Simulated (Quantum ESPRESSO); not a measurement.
# Energy and gap at +3 % biaxial strain: F-SiC-F chair, 1 layer

How the rows were computed: Quantum ESPRESSO 7.5 driven by ASE, PBE, GBRV ultrasoft, ESM (bc1); atomic heights clamped; cell area 8.688 Å² at zero strain.

```tsv
strain (%)	energy (meV a cell)	gap on the mesh (eV)
−3	80.38	1.872
−1.5	19.82	1.914
0	0.00	1.944
+1.5	15.77	1.960
```

To predict: What are energy and gap at +3 %, and how stiff is the sheet?

**Fit.** About zero, E'' = (19.82 + 15.77 − 2 × 0.00)/1.5² = 15.82 meV per %² and E' = (15.77 − 19.82)/3 = −1.35 meV per %. With E = A K ε², where K = (C11 + C22)/2 + C12 (C11 + C12 for a hexagonal sheet), K = 15.82 × 10/(2 × 8.688) × 16.02 = 146 N/m. The parabola gives E(+3 %) = 0.00 + 3 × (−1.35) + 4.5 × 15.82 = 67.1 meV. Continuing the last slope, the gap is 2 × 1.960 − 1.944 = 1.976 eV.

**Check.** E = 62.7 meV and the gap 1.962 eV. The parabola misses by +4.5 meV, too high, since bonds soften under tension. The gap's line misses by +0.014 eV.

Caveats: Clamped heights stiffen sheets with several planes. Semilocal gap, no spin-orbit coupling.

[Logs are printed without paths, hosts, clocks, repeated set-up lines and the standing remarks that a program may print on its own settings, such as how far it seeks lower states.]
